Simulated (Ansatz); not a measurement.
# Electronic structure of Al55 Mackay icosahedron (55 atoms)

What does DFT give for Al55 Mackay icosahedron (55 atoms) as built?

Calculated with Ansatz 0.2.0; Kohn-Sham DFT, PBE, PAW (set soft_2), plane waves.

## Step 1: Set-up

The cell holds 55 atoms: 55 Al. Cell: a = 21.744 Å, b = 21.744 Å, c = 21.744 Å, α = 90.0°, β = 90.0°, γ = 90.0°. It derives from Al. Mackay icosahedron of 55 atoms at a = 4.05 Å, 12 Å of vacuum; every coordinate displaced by a Gaussian of 0.05 Å. Vacuum lies along a, b and c.

Limits known from the start: The main run has no spin polarisation, so any moments at edges, vacancies or dangling bonds can't form in it. The electron count is odd and the run has no spin polarisation, so levels at the top are partly filled by construction.

## Step 2: Plane-wave single point

One self-consistent run at the given positions yields energy and forces.

The input, input.yaml:

```yaml
crystal:
  lattice:
    - [21.74432, 0.0, 0.0]
    - [0.0, 21.74432, 0.0]
    - [0.0, 0.0, 21.74432]
  atoms:
    - { symbol: Al, position: [0.50348, 0.49805, 0.49666] }
    - { symbol: Al, position: [0.61, 0.50197, 0.42807] }
    - { symbol: Al, position: [0.61179, 0.49928, 0.56723] }
    - { symbol: Al, position: [0.38639, 0.49763, 0.43213] }
    - { symbol: Al, position: [0.39073, 0.49661, 0.5656] }
    - { symbol: Al, position: [0.42819, 0.61628, 0.49857] }
    - { symbol: Al, position: [0.5684, 0.60827, 0.50408] }
    - { symbol: Al, position: [0.42868, 0.3868, 0.49785] }
    - { symbol: Al, position: [0.56865, 0.38981, 0.50029] }
    - { symbol: Al, position: [0.50111, 0.42757, 0.61208] }
    - { symbol: Al, position: [0.50492, 0.56914, 0.61347] }
    - { symbol: Al, position: [0.49999, 0.4288, 0.39087] }
    - { symbol: Al, position: [0.50082, 0.56961, 0.38469] }
    - { symbol: Al, position: [0.72446, 0.50096, 0.36341] }
    - { symbol: Al, position: [0.7245, 0.49925, 0.5005] }
    - { symbol: Al, position: [0.72447, 0.50004, 0.63956] }
    - { symbol: Al, position: [0.27648, 0.49362, 0.35729] }
    - { symbol: Al, position: [0.27572, 0.50012, 0.50013] }
    - { symbol: Al, position: [0.27299, 0.5018, 0.63888] }
    - { symbol: Al, position: [0.36042, 0.72784, 0.49823] }
    - { symbol: Al, position: [0.5016, 0.72396, 0.50368] }
    - { symbol: Al, position: [0.64546, 0.72565, 0.50175] }
    - { symbol: Al, position: [0.36207, 0.27481, 0.50344] }
    - { symbol: Al, position: [0.49731, 0.27388, 0.49805] }
    - { symbol: Al, position: [0.63958, 0.27619, 0.49999] }
    - { symbol: Al, position: [0.49726, 0.36123, 0.72519] }
    - { symbol: Al, position: [0.49845, 0.4997, 0.7199] }
    - { symbol: Al, position: [0.50174, 0.63859, 0.72419] }
    - { symbol: Al, position: [0.49551, 0.35977, 0.27575] }
    - { symbol: Al, position: [0.50072, 0.49956, 0.27851] }
    - { symbol: Al, position: [0.50305, 0.64034, 0.27857] }
    - { symbol: Al, position: [0.60768, 0.4283, 0.6787] }
    - { symbol: Al, position: [0.6077, 0.57035, 0.67926] }
    - { symbol: Al, position: [0.6061, 0.43134, 0.32077] }
    - { symbol: Al, position: [0.6108, 0.57247, 0.32054] }
    - { symbol: Al, position: [0.38874, 0.42864, 0.68113] }
    - { symbol: Al, position: [0.39128, 0.56709, 0.68215] }
    - { symbol: Al, position: [0.38507, 0.42867, 0.32137] }
    - { symbol: Al, position: [0.38693, 0.57201, 0.32004] }
    - { symbol: Al, position: [0.6803, 0.61351, 0.42724] }
    - { symbol: Al, position: [0.68184, 0.61469, 0.56868] }
    - { symbol: Al, position: [0.31854, 0.61297, 0.43153] }
    - { symbol: Al, position: [0.31771, 0.61115, 0.56433] }
    - { symbol: Al, position: [0.68401, 0.38666, 0.43286] }
    - { symbol: Al, position: [0.6824, 0.38969, 0.57118] }
    - { symbol: Al, position: [0.31835, 0.38736, 0.42772] }
    - { symbol: Al, position: [0.32075, 0.38809, 0.56719] }
    - { symbol: Al, position: [0.43374, 0.68266, 0.61266] }
    - { symbol: Al, position: [0.56712, 0.67868, 0.61187] }
    - { symbol: Al, position: [0.4286, 0.31756, 0.60724] }
    - { symbol: Al, position: [0.56706, 0.31953, 0.61131] }
    - { symbol: Al, position: [0.43084, 0.68122, 0.38739] }
    - { symbol: Al, position: [0.56814, 0.68116, 0.38955] }
    - { symbol: Al, position: [0.43137, 0.31658, 0.38929] }
    - { symbol: Al, position: [0.57043, 0.31535, 0.38899] }
kpoints:
  mp_grid: { grid: [1, 1, 1] }
hamiltonian:
  xc: pbe
scf:
  occupations: { method: fermi_dirac, width: 0.1 }
output:
  forces: true
  populations: intrinsic
  dos:
    method: { smearing: { sigma: 0.15 } }
    de: 0.1
    projected: { site_lists: { Al: [Al] } }
  eigenvalues: true
  write_density: true
  write_potential: true
  volumetric_format: npy
```

The run is started by

```
ansatz run input.yaml --threads 4 --pin off --max-ram 8192MiB --backend cpu --events-out ev --progress --plain --runs-dir out
```

Output:

```text
Engine: ansatz 0.2.0, aarch64-unknown-linux-gnu
Pseudopotentials: kind: paw
Pseudopotential: Al, paw, valence charge 3, recommended cutoff 420 eV (normal), Al.paw.azcp
Functional definition: PBE
  parameter kappa = 0.804
  parameter beta = 0.066725
  exchange = pbe_x(kappa = kappa, mu = beta*pi^2/3)
  correlation = pbe_c(beta = beta)
Crystal: 55 atoms, lattice volume = 10281.050 Å³
Basis set: ecut = 420 eV, 200693 PW (Γ), exchange–correlation on 300×300×300 points (8 copies of the dense FFT grid, shifted against one another)
Bands: 138, of which v1, the nominal top of the filled ones, is band 83 counted from 1 (82 counted from 0)
Symmetry: 1 space group operations
Space group: P1 (ITA 1), of the structure as read, at distance tolerance 2.2e-4 Å
k-points: 1
Non-local potential: Al, projectors of the file, l = 0: 2, l = 1: 2, l = 2: 1
PAW form: soft (Blöchl's): semilocal exchange-correlation on the pseudo side does not see the compensation charge
PAW one-centre angular grid: Al, 110 points (default); XC on 64 Gauss nodes
Initial density: superposition of atomic densities (neutral atoms: chi_scale 0, normalization atom), corrected by the library's trained network
Initial wavefunctions: pseudopotential atomic-orbital guess
Functional: x = pbe(κ = 0.804, μ = 0.219515), c = pbe(β = 0.066725)
SCF iter   1: F=—  HF=-29526.871246 eV  |F-HF|=—  |Δ(HF+E_count)|=         —  Δρ=1.18e-3  dr2=5.61e-1  ethr=1.77e-3  ⟨swp⟩=10.0  Hψ=925  notcnv=0
preconditioner: auto → LDOS  [metal: Δε(μ)=0.131 eV  Ē_g=5.176 eV  σ=0.100 eV  W_gap=0.31  n_scr=460 (ndim 8)  ℏωp=4.7 eV  f_vac=0.771  D(μ)=52.49/eV (n_scr^D=170)  β→1.0]
SCF iter   2: F=—  HF=-29526.789759 eV  |F-HF|=—  |Δ(HF+E_count)|=   8.15e-2  Δρ=4.52e-4  dr2=6.67e-2  ethr=3.40e-4  ⟨swp⟩=3.0  Hψ=297  notcnv=0
SCF iter   3: F=—  HF=-29526.792530 eV  |F-HF|=—  |Δ(HF+E_count)|=   2.77e-3  Δρ=1.88e-4  dr2=1.73e-2  ethr=4.04e-5  ⟨swp⟩=2.0  Hψ=219  notcnv=0
SCF iter   4: F=—  HF=-29526.791514 eV  |F-HF|=—  |Δ(HF+E_count)|=   1.02e-3  Δρ=4.61e-5  dr2=1.08e-3  ethr=1.05e-5  ⟨swp⟩=2.0  Hψ=205  notcnv=0
SCF iter   5: F=—  HF=-29526.791642 eV  |F-HF|=—  |Δ(HF+E_count)|=   1.28e-4  Δρ=1.30e-5  dr2=1.31e-4  ethr=6.55e-7  ⟨swp⟩=3.0  Hψ=225  notcnv=0
SCF iter   6: F=—  HF=-29526.791677 eV  |F-HF|=—  |Δ(HF+E_count)|=   3.50e-5  Δρ=4.28e-6  dr2=1.58e-5  ethr=7.93e-8  ⟨swp⟩=2.0  Hψ=156  notcnv=0
SCF iter   7: F=—  HF=-29526.791997 eV  |F-HF|=—  |Δ(HF+E_count)|=   3.20e-4  Δρ=1.70e-6  dr2=1.50e-6  ethr=9.55e-9  ⟨swp⟩=4.0  Hψ=298  notcnv=0
SCF iter   8: F=—  HF=-29526.791998 eV  |F-HF|=—  |Δ(HF+E_count)|=   1.23e-6  Δρ=5.83e-7  dr2=1.46e-7  ethr=9.09e-10  ⟨swp⟩=2.0  Hψ=220  notcnv=0
SCF iter   9: F=-29526.791999 eV  HF=-29526.791999 eV  |F-HF|=5.46e-8  |Δ(HF+E_count)|=   4.79e-7  Δρ=1.91e-7  dr2=1.97e-8  ethr=6.06e-11  ⟨swp⟩=24.0  Hψ=1180  notcnv=0
SCF 1 converged in 9 iterations: F = -29526.791999 eV  dr2 = 1.97e-8
  greatest PAW one-centre occupation: 0.550 electrons in one spin orbital (limit 2), on the Al atom at site 18 (counted from 0), in its partial waves of l = 0
WARN: The output density's exchange-correlation potential varies sharply where the density is thin. Do not read a vacuum level from v_tot or v_xc, or from such a field of the output density. On a cell that repeats whose density bears no net charge and no dipole along the vacuum's axis use v_es (v_loc + v_h of the components); [...]
SCF converged after 9 iterations
Free energy (F): -29526.791999 eV
Harris-Foulkes:  -29526.791999 eV  (|F-HF|=5.46e-8)
Internal energy: -29525.032524 eV  (E = F + TS)
E sigma→0 (E₀):  -29525.912261 eV
Entropy (-TS):   -1.759475 eV (-31.990 meV/atom)
Fermi energy:    -2.872317 eV
--- Per-component energies (eV) ---
  E_band       = -1092.849451
  E_kinetic    = 1080.619712
  E_local      = -28274.243093  (includes V_loc(G=0)·N_el)
  E_nonlocal   = 591.076701
  E_hartree    = 13581.643546
  E_xc         = -2086.773561
  E_vxc        = -1458.807072  (∫ρ·V_xc dr)
  E_paw        = -25694.702550  (= ΣΔE_a)
  E_vpaw       = -194.786731  (= ΣTr[D̂ρ^β])
  E_aug_tail   = -0.000107  (compensation charges beyond the density's cutoff)
  E_ewald      = 11277.346829
  E_smearing   = -1.759475  (= −TS)
  E_closure    = 0.000000  (closes the sum)
  Σ components = -29526.791999   (vs F -29526.791999, Δ=0.00e0)
--- Forces (eV/Å), atoms counted from 1 ---
  atom   1  Al    -0.48042527     0.25086242     0.27985441
  atom   2  Al    -0.11639240    -0.09584754     0.35037723
  atom   3  Al    -0.19462591     0.09938557    -0.04894489
  atom   4  Al     0.43276863     0.21447349     0.11661226
  atom   5  Al     0.27228346     0.25190395    -0.00219267
  atom   6  Al     0.54121513    -0.66979432     0.06526098
  atom   7  Al    -0.06496546     0.07220773    -0.32075237
  atom   8  Al     0.36105301     0.39878853    -0.03336113
  atom   9  Al    -0.07732298    -0.01008730    -0.00028890
  atom  10  Al    -0.29104714     0.34535933    -0.66109203
  atom  11  Al    -0.60272997    -0.36747193    -0.85100476
  atom  12  Al    -0.16518209     0.06192335     0.13299557
  atom  13  Al    -0.18692724    -0.27868981     0.83549941
  atom  14  Al    -0.54273297     0.03660058     0.32121112
[...]
atom  54  Al     0.07991403     0.22229113     0.06323628
  atom  55  Al    -0.18910782     0.29326946     0.20058960
  max |Σ_I F_I| component: 7.39e-5 eV/Å
--- Band table (eV) ---
  k-point 0: bands = ["-12.9036", "-11.9923", "-11.9515", "-11.8479", [... 122 levels ...], "-0.4238", "-0.3597", "-0.3406", "-0.3351", "-0.3226", "-0.2968", "-0.2802", "-0.2716", "-0.2083", "0.1152", "0.1281", "0.1390"]
--- intrinsic populations: 55 sites ---
  site symbol       q [e]
     0     Al      3.0851
     1     Al      3.0064
     2     Al      3.0041
[...]
54     Al      3.0162
  spilling = 0.000000 (of n_electrons = 165.000000)
```

It took 52 s on 4 threads of Arm Neoverse V2, shared host; peak memory 5.9 GiB.

The program notes that the exchange-correlation potential is rough where the density is thin.

The run gave:

- free energy: -29526.7920 eV
- free energy per atom: -536.8508 eV/atom
- SCF cycles: 9
- r.m.s. force component: 0.283 eV/Å
- longest force: 1.106 eV/Å
- Fermi energy: -2.872 eV
- levels partly filled by over 2 per cent: 20

Neighbours are counted within 3.52 Å (Al-Al).

Length of the force by element and coordination:

```
element  coordination  atoms  mean length of the force (eV/Å)  spread  least   most
     Al           all     55                            0.443   0.209  0.078   1.11
     Al             6     12                            0.629   0.127  0.434  0.824
     Al             8     30                            0.330  0.0743  0.176  0.458
     Al            12     13                            0.533   0.296  0.078   1.11
```

Intrinsic-atomic-orbital charges by element and coordination:

```
element  coordination  atoms  mean charge (e)  spread    least     most
     Al           all     55                0  0.0333  -0.0851     0.07
     Al             6     12           0.0592  0.0071     0.05     0.07
     Al             8     30          -0.0165  0.0052  -0.0264  -0.0037
     Al            12     13          -0.0166  0.0211  -0.0851   0.0063
```

States in the cell by windows of 0.5 eV, zero at the Fermi level; the larger projections on atomic orbitals stand beside the total:

```
from (eV)  to (eV)  total  Al p  Al s
      -11    -10.5    0.0   0.0   0.0
    -10.5      -10    1.0   0.3   0.7
      -10     -9.5    1.0   0.3   0.7
     -9.5       -9    3.5   1.7   1.9
       -9     -8.5    2.5   1.2   1.3
     -8.5       -8    3.1   1.7   1.4
       -8     -7.5    8.8   4.8   4.0
     -7.5       -7    1.4   0.8   0.6
       -7     -6.5    6.4   3.6   2.7
     -6.5       -6    8.0   4.7   3.3
       -6     -5.5    5.2   3.0   2.1
     -5.5       -5   10.3   6.1   4.0
       -5     -4.5    6.8   3.8   2.9
     -4.5       -4    4.5   1.8   2.6
       -4     -3.5   17.4   8.0   9.2
     -3.5       -3   12.1   6.1   5.8
       -3     -2.5    2.2   1.2   1.0
     -2.5       -2   15.9  10.6   4.9
       -2     -1.5   20.8  12.2   8.2
     -1.5       -1   12.2   9.9   1.9
       -1     -0.5    5.3   3.5   1.6
     -0.5        0   13.6  10.2   3.0
        0      0.5   29.7  20.3   8.4
      0.5        1   12.4  10.9   0.8
        1      1.5   15.5  12.6   2.2
      1.5        2   14.0  10.6   2.7
```

The levels nearest the highest filled one (over half full), pooled over k-points and spins:

```
level less the highest filled one (eV)  occupation
                                -0.308        1.95
                                -0.266        1.93
                                -0.111        1.69
                               -0.0683        1.56
                               -0.0162        1.36
                                     0        1.28
                                0.0992       0.799
                                 0.114       0.727
                                 0.129        0.66
                                 0.154       0.554
                                 0.178       0.465
                                 0.183       0.447
```

Valence density in the ac plane at fractional y = 0.494, with atoms of Al within 0.2 Å of it. It is the smooth field of the valence electrons, not physical close to the nuclei.

Values in e/Å³, 13 rows by 16 columns, each cell a mean:
```
0.00 0.00 0.00 0.00 0.00 0.00 0.00 0.00 0.00 0.00 0.00 0.00 0.00 0.00 0.00 0.00
0.00 0.00 0.00 0.00 0.00 0.00 0.00 0.00 0.00 0.00 0.00 0.00 0.00 0.00 0.00 0.00
0.00 0.00 0.00 0.00 0.01 0.03 0.04 0.02 0.01 0.00 0.00 0.00 0.00 0.00 0.00 0.00
0.02 0.04 0.04 0.07 0.11 0.15 0.12 0.14 0.08 0.05 0.04 0.04 0.01 0.00 0.00 0.00
0.14 0.13 0.15 0.16 0.14 0.14 0.17 0.13 0.16 0.15 0.15 0.14 0.08 0.01 0.00 0.00
0.10 0.17 0.18 0.15 0.15 0.16 0.16 0.18 0.13 0.19 0.18 0.16 0.05 0.01 0.00 0.00
0.12 0.13 0.19 0.19 0.19 0.19 0.13 0.21 0.18 0.17 0.16 0.14 0.08 0.01 0.00 0.00
0.09 0.16 0.19 0.15 0.15 0.16 0.18 0.18 0.14 0.19 0.18 0.16 0.06 0.01 0.00 0.00
0.13 0.13 0.16 0.16 0.13 0.13 0.16 0.14 0.16 0.15 0.14 0.14 0.08 0.01 0.00 0.00
0.02 0.03 0.04 0.05 0.08 0.14 0.12 0.13 0.07 0.04 0.03 0.02 0.01 0.00 0.00 0.00
0.00 0.00 0.00 0.00 0.01 0.02 0.03 0.01 0.00 0.00 0.00 0.00 0.00 0.00 0.00 0.00
0.00 0.00 0.00 0.00 0.00 0.00 0.00 0.00 0.00 0.00 0.00 0.00 0.00 0.00 0.00 0.00
0.00 0.00 0.00 0.00 0.00 0.00 0.00 0.00 0.00 0.00 0.00 0.00 0.00 0.00 0.00 0.00
```
Columns run along a (16.0 Å, from fractional 0.22 to 0.95 of the cell), rows up along c (21.7 Å). Atoms in or near the plane, at fractional coordinates: Al at (0.50, 0.50), Al at (0.61, 0.43), Al at (0.61, 0.57), Al at (0.39, 0.43), Al at (0.39, 0.57), Al at (0.72, 0.36), Al at (0.72, 0.50), Al at (0.72, 0.64), Al at (0.28, 0.36), Al at (0.28, 0.50), Al at (0.27, 0.64), Al at (0.50, 0.72), Al at (0.50, 0.28).

Electrostatic potential energy in the ac plane at fractional y = 0.494, with atoms of Al within 0.2 Å of it. With pseudopotentials it is smooth inside the atoms' cores, unlike the true potential.

Values in eV, 13 rows by 16 columns, each cell a mean:
```
  1   1   1   1   1   1   1   1   1   1   1   1   1   1   1   1
  1   1   1   1   1   1   1   1   1   1   1   1   1   1   1   1
  1   1   1   1   1   0  -1   0   1   1   1   1   1   1   1   1
  0  -1   0   0  -1 -12 -16  -5  -1   0   0  -1   1   1   1   1
-10 -16  -8  -3  -2  -3  -5  -1  -3  -3 -14 -15  -3   1   1   1
 -3  -9  -5 -15 -15  -3  -4  -6 -16 -13  -6  -8  -1   1   1   1
 -9 -16 -10  -9  -8 -11 -16  -9  -9  -5 -14 -16  -3   1   1   1
 -3  -9  -6 -15 -13  -3  -4  -6 -16 -12  -7  -9  -1   1   1   1
 -8 -14  -9  -2  -2  -3  -7  -2  -3  -2 -12 -13  -3   1   1   1
  0   0   0   0   0 -11 -15  -6   0   0   0   0   1   1   1   1
  1   1   1   1   1   0   0   1   1   1   1   1   1   1   1   1
  1   1   1   1   1   1   1   1   1   1   1   1   1   1   1   1
  1   1   1   1   1   1   1   1   1   1   1   1   1   1   1   1
```
Columns run along a (16.0 Å, from fractional 0.22 to 0.95 of the cell; values clipped at the 3rd and 97th percentile), rows up along c (21.7 Å). Atoms in or near the plane, at fractional coordinates: Al at (0.50, 0.50), Al at (0.61, 0.43), Al at (0.61, 0.57), Al at (0.39, 0.43), Al at (0.39, 0.57), Al at (0.72, 0.36), Al at (0.72, 0.50), Al at (0.72, 0.64), Al at (0.28, 0.36), Al at (0.28, 0.50), Al at (0.27, 0.64), Al at (0.50, 0.72), Al at (0.50, 0.28).

Forces differ by site in this geometry: Al atoms with 6 neighbours bear 0.63 eV/Å on average, against 0.33 eV/Å for those with 8. Intrinsic-atomic-orbital charges run from -0.09 to +0.07 e. Among metals such projection charges depend strongly on the orbitals used and are no measure of ionicity. Within 0.4 eV of the Fermi level the largest share is Al p (72 % of the projected weight).

## Step 3: Structure statistics

Bonds and neighbours are counted at the geometry of the runs.

Normalised to the volume that the atoms fill. Pair distribution function in bins of 0.1 Å:

```
r (Å)  total
 2.55   0.00
 2.65   0.12
 2.75   2.04
 2.85   4.81
 2.95   7.71
 3.05   6.74
 3.15   1.86
 3.25   0.00
 3.35   0.00
 3.45   0.00
 3.55   0.00
 3.65   0.00
 3.75   0.00
 3.85   0.00
 3.95   0.06
 4.05   0.79
 4.15   1.52
 4.25   0.63
 4.35   0.05
 4.45   0.00
 4.55   0.00
 4.65   0.04
 4.75   0.65
 4.85   2.47
 4.95   1.17
 5.05   0.51
 5.15   1.64
 5.25   1.52
 5.35   0.27
 5.45   0.03
 5.55   0.87
 5.65   2.64
 5.75   1.58
 5.85   0.25
 5.95   0.12
 6.05   0.40
 6.15   0.14
 6.25   0.02
 6.35   0.00
 6.45   0.00
 6.55   0.00
 6.65   0.06
 6.75   0.57
 6.85   1.11
```

Bonds by pair of elements; cutoffs follow the first minimum of g(r), held within bounds set by covalent radii, and pairs that aren't listed don't count as bonded:

```
pair A-B  cutoff (Å)  bonds  mean length (Å)  spread (Å)  shortest (Å)  B about A  A about B
   Al-Al        3.52    234             2.96       0.104          2.65       8.51       8.51
```

How many atoms have how many bonded neighbours:

```
element  mean   6   8  12
     Al  8.51  12  30  13
```

Bond length by coordination (bonds to H left out):

```
element  coordination  atoms  mean bond length (Å)
     Al             6     12                  3.00
     Al             8     30                  2.97
     Al            12     13                  2.92
```

The first peak of g(r) lies near 2.97 Å. With the cutoffs above, 55 % of Al atoms have 8 bonded neighbours. Bonds at Al atoms with 6 neighbours average 3.00 Å, against 2.92 Å at those with 12.

The surroundings of Al24, picked at random, nearest first, numbered as they follow in the input and with coordinates relative to it.

```
atom      x     y      z  distance (Å)  bonds  intrinsic-atomic-orbital charge (e)     Fx     Fy  Fz (eV/Å)
Al24   0.00  0.00   0.00          0.00      8                                 0.00   0.18   0.37       0.00
 Al8  -1.49  2.46   0.00          2.87     12                                 0.01   0.36   0.40      -0.03
Al54  -1.43  0.93  -2.36          2.92      8                                -0.02   0.08   0.22       0.06
Al23  -2.94  0.02   0.12          2.94      6                                 0.05   0.17   0.39      -0.14
 Al9   1.55  2.52   0.05          2.96     12                                -0.01  -0.08  -0.01       0.00
Al50  -1.49  0.95   2.37          2.96      8                                -0.02   0.19   0.27       0.10
Al55   1.59  0.90  -2.37          2.99      8                                -0.02  -0.19   0.29       0.20
Al51   1.52  0.99   2.46          3.06      8                                -0.02  -0.05   0.10      -0.26
Al25   3.09  0.05   0.04          3.09      6                                 0.05  -0.39   0.58       0.06
Al12   0.06  3.37  -2.33          4.10     12                                -0.02  -0.17   0.06       0.13
Al10   0.08  3.34   2.48          4.16     12                                -0.02  -0.29   0.35      -0.66
```

(Continued in part 2 of 2.)

[Long decimals in the printed logs are rounded to 6 places.]

[Logs are printed without paths, hosts, clocks, repeated set-up lines and the standing remarks that a program may print on its own settings, such as how far it seeks lower states.]

[Hosts, paths, dates, database ids (printed as entryN), source tags and the programs' standing remarks are cut or masked in the printed files.]
